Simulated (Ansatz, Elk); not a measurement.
# How far do independent atoms describe Ti2Pt?

The structure of Ti2Pt used here is made up (a known structure type with other elements) and was relaxed beforehand with PBE. The aim is the Fourier transform of its all-electron density, F(hkl), set beside the sum over free spherical atoms that refinements use.

Main program and level: Elk 11.2.3 (patched build); DFT, PBE, all-electron APW+lo, Dirac cores, scalar-relativistic bands, static density, no spin.

The structure was built from a prototype and need not be the compound's stable phase.

**1. Set-up**

The structure is cubic, space group Fm-3m (No. 225). The conventional cell has a = 6.118 Å, b = 6.118 Å, c = 6.118 Å, α = 90.00°, β = 90.00°, γ = 90.00°. Nearest to Pt lie 8 Ti at 2.65 Å. Nearest to Ti lie 4 Pt at 2.65 Å. Farther neighbours are not listed.

**2. Ground state and structure factors**

An all-electron density is needed, since X-rays see the cores too. Task 0 finds the density and task 195 Fourier-transforms it; tshift is off so that phases refer to the origin typed.

elk.in

```
tasks
  0
  195

xctype
  20

spinpol
  .false.

rgkmax
  7.0

gmaxvr
  14.0

lmaxo
  7

lmaxapw
  8

swidth
  0.002

tshift
  .false.

ramdisk
  .false.

hmaxvr
  5.5

maxscl
  120

epspot
  1e-06

sppath
  './'

avec
  0.00000000000 5.78104752471 5.78104752471
  5.78104752471 -0.00000000000 5.78104752471
  5.78104752471 5.78104752471 -0.00000000000

atoms
  2
  'Pt.in'
  1
  -0.0000000000 0.0000000000 0.0000000000   0.000000 0.000000 0.000000
  'Ti.in'
  2
  0.7500000000 0.7500000000 0.7500000000   0.000000 0.000000 0.000000
  0.2500000000 0.2500000000 0.2500000000   0.000000 0.000000 0.000000

ngridk
  6 6 6
```

On the command line:

```
$ OMP_NUM_THREADS=4 elk
```

Numbers of over 12 decimals in the logs are rounded to 6 here.

The program printed:

```text
┌─────────────────────────┐
│ Elk code version 11.2.3 │
└─────────────────────────┘

All units are atomic (Hartree, Bohr, etc.)

┌─────────────────────────────────────────────────┐
│ Ground-state run starting from atomic densities │
└─────────────────────────────────────────────────┘

Lattice vectors :
   0.000000000       5.781047525       5.781047525
   5.781047525      -0.000000000       5.781047525
   5.781047525       5.781047525      -0.000000000

Reciprocal lattice vectors :
 -0.5434296536      0.5434296536      0.5434296536
  0.5434296536     -0.5434296536      0.5434296536
  0.5434296536      0.5434296536     -0.5434296536

Unit cell volume      :    386.4111188
Brillouin zone volume :   0.6419334263

Muffin-tin inner radius fraction :   0.1000000000E-01

Nuclei treated as point charges

Species : 1 (Pt)
 parameters loaded from : Pt.in
 name : platinum
 nuclear charge    :   -78.00000000
 electronic charge :    78.00000000
 atomic mass :    355605.4401
 muffin-tin radius :    2.668902932
 number of radial points in muffin-tin :   1393
 inner part over the whole radius :   0.9965121213E-02
 number on inner part of muffin-tin    :    999
 approximate nuclear radius :   0.1029052813E-03
 number of mesh points to nuclear radius :    524
 atomic positions (lattice), magnetic fields (Cartesian) :
  1 :   0.00000000  0.00000000  0.00000000    0.00000000  0.00000000  0.00000000

Species : 2 (Ti)
 parameters loaded from : Ti.in
 name : titanium
 nuclear charge    :   -22.00000000
 electronic charge :    22.00000000
 atomic mass :    87256.20317
 muffin-tin radius :    2.287631085
 number of radial points in muffin-tin :    993
 inner part over the whole radius :   0.9971664260E-02
 number on inner part of muffin-tin    :    698
 approximate nuclear radius :   0.6805665174E-04
 number of mesh points to nuclear radius :    326
 atomic positions (lattice), magnetic fields (Cartesian) :
  1 :  -0.25000000 -0.25000000 -0.25000000    0.00000000  0.00000000  0.00000000
  2 :   0.25000000  0.25000000  0.25000000    0.00000000  0.00000000  0.00000000

Total number of atoms per unit cell :    3
Total muffin-tin volume :    179.9262499
 ratio of muffin-tin to unit cell volume :   0.4656342458

Spin treatment :
 spin-unpolarised

Number of Bravais lattice symmetries :   48
Number of crystal symmetries         :   48
Crystal has inversion symmetry
Real symmetric eigensolver will be used

k-point grid :      6     6     6
k-point offset :    0.000000000       0.000000000       0.000000000
k-point set is reduced with full crystal symmetry group
Total number of k-points :       16

Muffin-tin radius times maximum |G+k| :    7.000000000
 using average radius
Maximum |G+k| for APW functions       :    2.898884786
Maximum (1/2)|G+k|²                   :    4.201766501
Maximum |G| for potential and density :    14.00000000
Constant for pseudocharge density :    9
 order of it for each species :   16  16
 order of it for pair densities of each species (exact exchange by exxq0 0: 17) :   12   8
Radial integration step length :    1

G-vector grid sizes :     40    40    40
Number of G-vectors :    17933

Maximum angular momentum used for
 APW functions            :    8
 outer part of muffin-tin :    7
 inner part of muffin-tin :    2

Total nuclear charge    :   -122.0000000
Total core charge       :    68.00000000
Total valence charge    :    54.00000000
Total excess charge     :    0.000000000
Total electronic charge :    122.0000000

Effective Wigner radius, rₛ :   0.9110321951

Number of empty states         :     12
Total number of valence states :     40
Total number of core states    :     68

Third-order local-orbitals added for an l without core states : T
Total number of local-orbitals :     74

Exchange-correlation functional :     20     0     0
 Perdew-Burke-Ernzerhof, Phys. Rev. Lett. 77, 3865 (1996)
 gradient requirement :    1
 generalised gradient approximation (GGA)

Smearing type :    3
 Fermi-Dirac
Smearing width :   0.2000000000E-02
[...]
exchange                    :     -434.10362016910
 correlation                 :     -6.694416
 electron entropic           :    -0.10034977163157E-02
 total energy                :     -20154.921808397

Density of states at Fermi energy :    75.99478282
 (states/Hartree/unit cell)

Estimated indirect band gap :   0.5694485363E-02
 from k-point 12 to k-point 14
Estimated direct band gap   :   0.1015478789E-01
 at k-point 15

Charges :
 core                        :    68.00000000
 valence                     :    54.00000000
 interstitial                :    5.075730916
 muffin-tins (core leakage)
  species : 1 (Pt)
   atom 1                    :    76.71919186     (  0.3620764870E-03)
  species : 2 (Ti)
   atom 1                    :    20.10253861     ( -0.2161430608E-06)
   atom 2                    :    20.10253861     ( -0.2161430608E-06)
 total in muffin-tins        :    116.9242691
 total calculated charge     :    121.9995490
 total charge                :    122.0000000
 error                       :   0.4510080279E-03

RMS change in Kohn-Sham potential (target) :   0.3440039404     (  0.1000000000E-05)
Absolute change in total energy (target)   :   0.2885845088     (  0.1000000000E-03)

[... loops 3 to 15 left out ...]

┌──────────────────┐
│ Loop number : 16 │
└──────────────────┘

Energies :
 Fermi                       :     0.283367
 sum of occupied eigenvalues :     -12339.516879624
 electron kinetic            :      22833.872482695
 core electron kinetic       :      21872.690360342
 Coulomb                     :     -42546.633303280
 Coulomb potential           :     -34596.533523950
 nuclear-nuclear             :     -1681.8663534591
 electron-nuclear            :     -47169.580069987
 Hartree                     :      6304.8131201663
 Madelung                    :     -25248.366541305
 xc potential                :     -576.85583836979
 exchange                    :     -434.92627214446
 correlation                 :     -6.697613
 electron entropic           :    -0.16581074710785E-02
 total energy                :     -20154.386363367

Density of states at Fermi energy :    134.5223770
 (states/Hartree/unit cell)

Estimated indirect band gap :   0.1216159114E-02
 from k-point 15 to k-point 14
Estimated direct band gap   :   0.6943560162E-02
 at k-point 15

Charges :
 core                        :    68.00000000
 valence                     :    54.00000000
 interstitial                :    4.529342435
 muffin-tins (core leakage)
  species : 1 (Pt)
[...]
species : 2 (Ti)
[...]
total in muffin-tins        :    117.4706576
 total calculated charge     :    121.9995565
 total charge                :    122.0000000
 error                       :   0.4434982234E-03

RMS change in Kohn-Sham potential (target) :   0.2761433718E-06 (  0.1000000000E-05)
Absolute change in total energy (target)   :   0.4077075573E-04 (  0.1000000000E-03)

Convergence targets achieved

┌──────────────────┐
│ Loop number : 17 │
└──────────────────┘

Energies :
 Fermi                       :     0.283367
 sum of occupied eigenvalues :     -12339.516872260
 electron kinetic            :      22833.872498268
 core electron kinetic       :      21872.690366955
 Coulomb                     :     -42546.633313110
 Coulomb potential           :     -34596.533518413
 nuclear-nuclear             :     -1681.8663534591
 electron-nuclear            :     -47169.580095097
 Hartree                     :      6304.8131354459
 Madelung                    :     -25248.366553904
 xc potential                :     -576.85585211546
 exchange                    :     -434.92627230497
 correlation                 :     -6.697613
 electron entropic           :    -0.16581085018922E-02
 total energy                :     -20154.386357786

Density of states at Fermi energy :    134.5224565
 (states/Hartree/unit cell)

Estimated indirect band gap :   0.1216154454E-02
 from k-point 15 to k-point 14
Estimated direct band gap   :   0.6943557089E-02
 at k-point 15

Charges :
 core                        :    68.00000000
 valence                     :    54.00000000
 interstitial                :    4.529342288
 muffin-tins (core leakage)
  species : 1 (Pt)
   atom 1                    :    77.34943477     (  0.3156819908E-03)
  species : 2 (Ti)
   atom 1                    :    20.06061147     ( -0.2161862405E-06)
   atom 2                    :    20.06061147     ( -0.2161862405E-06)
 total in muffin-tins        :    117.4706577
 total calculated charge     :    121.9995565
 total charge                :    122.0000000
 error                       :   0.4434983213E-03

┌──────────────────────────────┐
│ Self-consistent loop stopped │
└──────────────────────────────┘

Warning : core states of species 1 leak from the muffin-tin :   0.3156819908E-03

Wrote STATE.OUT
```

Wall time 9.8 s (4 threads of Intel Xeon 6975P-C (Granite Rapids), shared host); peak memory 0.17 GiB.

SFACRHO.OUT:

```text

h k l indices transformed by vhmat matrix:
   1.000000000       0.000000000       0.000000000    
   0.000000000       1.000000000       0.000000000    
   0.000000000       0.000000000       1.000000000    

      h      k      l  multipl.   |H|            Re(F)            Im(F)           |F|

      0      0      0      1   0.0000000       122.00000      0.18412556E-16   122.00000    
      1      0      0      8  0.94124777       70.949550      -0.0000000       70.949550    
      1      0      1      6   1.0868593       34.758017      0.50253227E-16   34.758017    
     -1      0      1     12   1.5370512       93.402968      0.18192039E-17   93.402968    
      2      1      2     24   1.8023523       60.352822      -0.0000000       60.352822    
      0      2      0      8   1.8824955       32.457050      0.26184236E-17   32.457050    
      2      0      2      6   2.1737186       81.586229      0.92405468E-17   81.586229    
     -1     -3     -1     24   2.3687549       54.727939      -0.0000000       54.727939    
      1      2      3     24   2.4302913       30.861244      0.41713872E-17   30.861244    
      3      3      2     24   2.6622507       73.676387      0.52368472E-17   73.676387    
     -3      0     -2     24   2.8237433       50.465328      -0.0000000       50.465328    
     -3      0      0      8   2.8237433       50.560402      -0.0000000       50.560402    
      0     -2      2     12   3.0741023       67.854669      0.17755695E-17   67.854669    
     -1      2     -2     48   3.2149732       47.251162      -0.0000000       47.251162    
      0     -3     -3      6   3.2605779       28.169515     -0.11178535E-16   28.169515    
     -1     -4     -1     24   3.2605779       28.272296     -0.15710542E-16   28.272296    
     -3     -4     -1     24   3.4369509       63.389732     -0.64744195E-17   63.389732    
     -3      1      1     24   3.5635065       44.509143      -0.0000000       44.509143
```

Elk indexes on the primitive cell of elk.in and gives |H| = 4π sin θ/λ in inverse bohr. Below, one row stands for each form hkl of the conventional cell (m members, Friedel mates merged), F is for one primitive cell and the density is static (no thermal factor). Free-atom factors are Waasmaier and Kirfel's, and R is Σm||F|−|F'||/Σm|F|.

```tsv
hkl	m	sin θ/λ (Å⁻¹)	abs F, DFT	neutral atoms	diff.
111	8	0.141	70.950	71.014	-0.065
200	6	0.163	34.758	34.866	-0.108
220	12	0.231	93.403	94.025	-0.622
311	24	0.271	60.353	60.734	-0.382
222	8	0.283	32.457	32.542	-0.085
400	6	0.327	81.586	81.728	-0.142
331	24	0.356	54.728	54.715	+0.013
420	24	0.365	30.861	30.914	-0.052
422	24	0.400	73.676	73.581	+0.096
511	24	0.425	50.465	50.420	+0.046
333	8	0.425	50.560	50.420	+0.141
440	12	0.462	67.855	67.697	+0.158
531	48	0.483	47.251	47.129	+0.122
600	6	0.490	28.169	28.209	-0.040
442	24	0.490	28.272	28.209	+0.063
620	24	0.517	63.390	63.250	+0.139
533	24	0.536	44.509	44.493	+0.016
622	24	0.542	26.997	26.991	+0.006
444	8	0.566	59.838	59.756	+0.082
551	24	0.584	42.301	42.302	-0.001
711	24	0.584	42.309	42.302	+0.007
640	24	0.589	25.840	25.839	+0.001
```

**3. The highest occupied states alone**

An energy window below the Fermi level keeps the highest occupied states, to see at which angles they scatter; shallow core shells can lie inside it and anion s states outside. No new self-consistency is needed.

Changes to elk.in since step 2:

```diff
@@ -1,3 +1,2 @@
 tasks
-  0
   195
@@ -40,2 +39,5 @@
 
+wsfac
+  -0.084130 0.583370
+
 sppath
```

On the command line:

```
$ OMP_NUM_THREADS=4 elk
```

The program printed:

```text
┌─────────────────────────────────┐
│ Elk code version 11.2.3 started │
└─────────────────────────────────┘

Info(readinput): the functional depends on the density's gradient
 muffin-tin radial points multiplied by    2.00000
 (not where nrmtscf is given)

┌────────────────────┐
│ Current task : 195 │
└────────────────────┘
Info(checkmt): changed muffin-tin radius of species 1 (Pt) from   2.8000 to   2.6689
Info(checkmt): changed muffin-tin radius of species 2 (Ti) from   2.4000 to   2.2876

Info(sfacrho): density structure factors written to SFACRHO.OUT

 Energy window :  -0.8413000000E-01  0.5833700000

┌──────────────────┐
│ Elk code stopped │
└──────────────────┘
```

Run time: 3.1 s. Hardware: 4 threads; peak memory 0.16 GiB.

States within 10 eV below the Fermi level hold 18.00 electrons; any levels below the window count with the cores. Their amplitudes can exceed the total, where window and core parts have opposite phase:

```tsv
hkl	sin θ/λ (Å⁻¹)	abs F, window	abs F, all
111	0.141	5.715	70.950
200	0.163	2.329	34.758
220	0.231	3.411	93.403
311	0.271	1.248	60.353
222	0.283	0.268	32.457
400	0.327	1.337	81.586
331	0.356	0.370	54.728
420	0.365	0.365	30.861
422	0.400	0.551	73.676
511	0.425	0.069	50.465
```

**4. Another functional**

The difference from free atoms is small, so it is set against the change that LDA (Perdew-Wang) makes.

Changes to elk.in since step 3:

```diff
@@ -1,2 +1,3 @@
 tasks
+  0
   195
@@ -4,3 +5,3 @@
 xctype
-  20
+  3
 
@@ -39,5 +40,2 @@
 
-wsfac
-  -0.084130 0.583370
-
 sppath
```

On the command line:

```
$ OMP_NUM_THREADS=4 elk
```

The program printed:

```text
┌─────────────────────────┐
│ Elk code version 11.2.3 │
└─────────────────────────┘

All units are atomic (Hartree, Bohr, etc.)

┌─────────────────────────────────────────────────┐
│ Ground-state run starting from atomic densities │
└─────────────────────────────────────────────────┘

Lattice vectors :
   0.000000000       5.781047525       5.781047525
   5.781047525      -0.000000000       5.781047525
   5.781047525       5.781047525      -0.000000000

Reciprocal lattice vectors :
 -0.5434296536      0.5434296536      0.5434296536
[...]
muffin-tins (core leakage)
  species : 1 (Pt)
[...]
species : 2 (Ti)
   atom 1                    :    20.07801099     ( -0.3491561287E-05)
   atom 2                    :    20.07801099     ( -0.3491561287E-05)
 total in muffin-tins        :    117.5073887
 total calculated charge     :    121.9995511
 total charge                :    122.0000000
 error                       :   0.4488937838E-03

┌──────────────────────────────┐
│ Self-consistent loop stopped │
└──────────────────────────────┘

Warning : core states of species 1 leak from the muffin-tin :   0.3090629429E-03

Wrote STATE.OUT
[key lines of the parts left out:]
total energy                :     -20140.481732439
```

The job ended after 5.7 s (4 threads; peak memory 0.16 GiB).

Against the first run R = 0.01 %; the largest change is -0.033 at 400.

**5. A coarser k-mesh**

About half the k-points along each axis test the sampling.

Changes to elk.in since step 4:

```diff
@@ -5,3 +5,3 @@
 xctype
-  3
+  20
 
@@ -59,2 +59,2 @@
 ngridk
-  6 6 6
+  3 3 3
```

On the command line:

```
$ OMP_NUM_THREADS=4 elk
```

The program printed:

```text
┌─────────────────────────┐
│ Elk code version 11.2.3 │
└─────────────────────────┘

All units are atomic (Hartree, Bohr, etc.)

┌─────────────────────────────────────────────────┐
│ Ground-state run starting from atomic densities │
└─────────────────────────────────────────────────┘

Lattice vectors :
   0.000000000       5.781047525       5.781047525
   5.781047525      -0.000000000       5.781047525
   5.781047525       5.781047525      -0.000000000

Reciprocal lattice vectors :
 -0.5434296536      0.5434296536      0.5434296536
[...]
muffin-tins (core leakage)
  species : 1 (Pt)
[...]
species : 2 (Ti)
   atom 1                    :    20.06078924     ( -0.2161854304E-06)
   atom 2                    :    20.06078924     ( -0.2161854304E-06)
 total in muffin-tins        :    117.4709074
 total calculated charge     :    121.9994398
 total charge                :    122.0000000
 error                       :   0.5602324089E-03

┌──────────────────────────────┐
│ Self-consistent loop stopped │
└──────────────────────────────┘

Warning : core states of species 1 leak from the muffin-tin :   0.3164877324E-03

Wrote STATE.OUT
[key lines of the parts left out:]
total energy                :     -20154.381267574
```

It took 7.4 s on 4 threads; peak memory 0.17 GiB; 14 s of CPU time.

Against the first run R = 0.01 %; the largest change is +0.022 at 400.

**6. Basis size**

The basis and the expansions that go with it are enlarged, to see whether the differences are converged.

Changes to elk.in since step 5:

```diff
@@ -11,12 +11,12 @@
 rgkmax
-  7.0
+  8.5
 
 gmaxvr
-  14.0
+  18.0
 
 lmaxo
-  7
+  9
 
 lmaxapw
-  8
+  10
 
@@ -59,2 +59,2 @@
 ngridk
-  3 3 3
+  6 6 6
```

On the command line:

```
$ OMP_NUM_THREADS=4 elk
```

The program printed:

```text
┌─────────────────────────┐
│ Elk code version 11.2.3 │
└─────────────────────────┘

All units are atomic (Hartree, Bohr, etc.)

┌─────────────────────────────────────────────────┐
│ Ground-state run starting from atomic densities │
└─────────────────────────────────────────────────┘

Lattice vectors :
   0.000000000       5.781047525       5.781047525
   5.781047525      -0.000000000       5.781047525
   5.781047525       5.781047525      -0.000000000

Reciprocal lattice vectors :
 -0.5434296536      0.5434296536      0.5434296536
[...]
muffin-tins (core leakage)
  species : 1 (Pt)
[...]
species : 2 (Ti)
   atom 1                    :    20.07331509     ( -0.2161843398E-06)
   atom 2                    :    20.07331509     ( -0.2161843398E-06)
 total in muffin-tins        :    117.5034377
 total calculated charge     :    121.9996365
 total charge                :    122.0000000
 error                       :   0.3634599280E-03

┌──────────────────────────────┐
│ Self-consistent loop stopped │
└──────────────────────────────┘

Warning : core states of species 1 leak from the muffin-tin :   0.3160332128E-03

Wrote STATE.OUT
[key lines of the parts left out:]
total energy                :     -20154.402610877
```

Wall time 19 s (4 threads); peak memory 0.3 GiB; 42 s of CPU time.

Against the first run R = 0.01 %; the largest change is +0.013 at 220.

**7. Settings against the effect**

```tsv
run	R against the first run (%)	R against neutral atoms, low angle (%)	wall time
PBE, rgkmax 7	0.00	0.51	9.8 s
LDA (Perdew-Wang)	0.01	0.51	5.7 s
k-mesh 3×3×3	0.01	0.50	7.4 s
rgkmax 8.5 with larger expansions	0.01	0.51	19 s
```

**8. Outcome**

```
R against neutral atoms, sin θ/λ < 0.3 Å⁻¹ : 0.51 %
R against neutral atoms, 0.3 to 0.82 Å⁻¹   : 0.18 %
```

What this shows: Independent neutral atoms miss the calculated amplitudes by R = 0.51 % below 0.3 Å⁻¹ and 0.18 % from there to 0.82 Å⁻¹; by shells, 0.09 % below 0.15 Å⁻¹ (1 form), 0.59 % 0.15 to 0.3 (4 forms), 0.12 % 0.3 to 0.45 (6 forms), 0.19 % above 0.45 (35 forms). Bonding, aspherical density and the tables' own atoms all enter these figures, and the runs don't part them. The largest change of an amplitude is -0.62 electrons, at 220. The window's part falls from 18.0 electrons at the origin to at most 0.47 between 0.45 and 0.82 Å⁻¹. Below 0.3 Å⁻¹ the changes that finished (LDA (Perdew-Wang), k-mesh 3×3×3 and rgkmax 8.5 with larger expansions) move F by R = 0.01 % at most, against the 0.51 % that separates it from free atoms. These runs have no spin, though d or f shells may be open. Spin-orbit coupling is left out, which can matter for elements this heavy. Part of the difference isn't bonding: the tables are fits to free atoms and ions calculated by other methods than this functional. Thermal motion, anomalous dispersion and extinction are left out.

[Logs are printed without paths, hosts, clocks, repeated set-up lines and the standing remarks that a program may print on its own settings, such as how far it seeks lower states.]

[Hosts, paths, dates, database ids (printed as entryN), source tags and the programs' standing remarks are cut or masked in the printed files.]
